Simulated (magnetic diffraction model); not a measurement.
# Dy3TiGa7: what an assumed order does to the neutron pattern

Space group Cmcm (no. 63), a = 4.0810 Å, b = 18.2440 Å, c = 10.9150 Å.

| site | atom | x | y | z |
| --- | --- | --- | --- | --- |
| 8f | Dy | 0 | 0.1008 | 0.9385 |
| 4c | Dy | 0 | 0.2445 | 1/4 |
| 8f | Ga | 0 | 0.4790 | 0.5876 |
| 4c | Ga | 0 | 0.4563 | 1/4 |
| 8f | Ga | 0 | 0.3683 | 0.6472 |
| 8f | Ga | 0 | 0.2763 | 0.9814 |
| 4c | Ti | 0 | 0.0503 | 1/4 |

The compound is invented for this exercise: a known structure type with other elements, its cell scaled to their sizes and not relaxed.

Only Dy is taken to order (form factors of Dy3+); orders and moment sizes are assumed, and not adapted to the symmetry. Radiation: neutrons of λ = 2.52 Å (absorption by Dy left out), 1.5° to 65°; isotropic B of 0.44 Å² (Dy), 0.64 Å² (Ga) and 0.68 Å² (Ti). Simulated constant-wavelength pattern: nuclear and magnetic terms add, the magnetic one as |2.695 fm × Σ f S⊥ exp(2πi Q·r) exp(−B s²)|², summed over all Q at one angle with the factor 1/(sin²θ cos θ). For a modulated order the moment at position r is S exp(−2πi k·r) + c.c., with S = m/2 for a sine wave of amplitude m and S = m(u + iv)/2 for moments turning in a plane, u and v being orthogonal unit vectors in it; the phase factor of the sum at Q = H + k is then exp(2πi H·r). Free-ion form factors, Sears's scattering lengths of 1992, no absorption; a label names one of the reflections at its angle. The strongest nuclear line in the range is 100, and lines under 0.2 are left out.

Assume the order k = (0 1/4 0), moments turning in the plane of [100] and [001], 3.8 μB on Dy; signs + at (0, 0.1008, 0.9385), + at (1/2, 0.3992, 0.4385), + at (1/2, 0.3992, 0.0615), + at (0, 0.1008, 0.5615), + at (0, 0.2445, 1/4), − at (1/2, 0.2555, 3/4).

Predict the pattern, nuclear and magnetic parts apart.

```csv
2θ (°),index,nuclear,magnetic
1.98,(0 1/4 0),0.0,1611.4
13.41,(0 1/4 1),0.0,8.9
13.88,(0 7/4 0),0.0,2.9
15.88,(0 2 0),2.2,0.0
17.88,(0 9/4 0),0.0,1.8
19.24,(0 7/4 1),0.0,9.6
20.74,(0 2 1),1.0,0.0
22.32,(0 9/4 1),0.0,7.7
26.70,(0 0 2),17.9,0.0
26.77,(0 1/4 2),0.0,4.4
30.02,(0 15/4 0),0.0,4.5
30.21,(0 7/4 2),0.0,0.4
31.21,(0 2 2),12.7,0.0
32.32,(0 9/4 2),0.0,0.3
32.95,(0 15/4 1),0.0,2.9
34.14,(0 17/4 0),0.0,3.5
34.84,(0 4 1),18.1,0.0
36.49,(1 3/4 0),0.0,4.1
36.77,(0 17/4 1),0.0,2.4
36.89,(1 1 0),3.9,0.0
37.40,(1 5/4 0),0.0,4.1
38.98,(1 3/4 1),0.0,0.4
39.84,(1 5/4 1),0.0,0.4
40.58,(0 1/4 3),0.0,0.9
40.60,(0 15/4 2),0.0,1.9
42.20,(0 4 2),12.2,0.0
42.51,(1 11/4 0),0.0,1.4
43.04,(0 7/4 3),0.0,3.5
43.66,(1 3 0),7.5,0.0
43.78,(0 2 3),7.2,0.0
43.86,(0 17/4 2),0.0,1.7
44.62,(0 9/4 3),0.0,3.4
44.72,(1 11/4 1),0.0,0.9
44.88,(1 13/4 0),0.0,1.4
45.78,(1 3/4 2),0.0,3.2
45.83,(1 3 1),78.1,0.0
46.12,(1 1 2),33.7,0.0
46.54,(1 5/4 2),0.0,3.2
46.80,(0 23/4 0),0.0,1.7
47.01,(1 13/4 1),0.0,0.9
48.86,(0 23/4 1),0.0,1.3
48.96,(0 6 0),19.4,0.0
50.91,(1 11/4 2),0.0,1.6
50.96,(0 6 1),0.3,0.0
51.14,(0 25/4 0),0.0,1.4
51.25,(0 15/4 3),0.0,1.5
52.99,(1 13/4 2),0.0,1.5
53.08,(0 25/4 1),0.0,1.1
```
(The table stops after 48 lines; 20 more lie at higher angle.)

The strongest magnetic line in the range is (0 1/4 0) at 1.98° (1611.4). On top of the Lorentz factor, which all lines share, magnetic lines fade with angle because f falls: for Dy3+ it is 0.96, 0.84, 0.69 and 0.41 at sin θ/λ = 0.1, 0.2, 0.3 and 0.5 Å⁻¹, while nuclear lengths stay constant. The order has no net moment.

[Logs are printed without paths, hosts, clocks, repeated set-up lines and the standing remarks that a program may print on its own settings, such as how far it seeks lower states.]
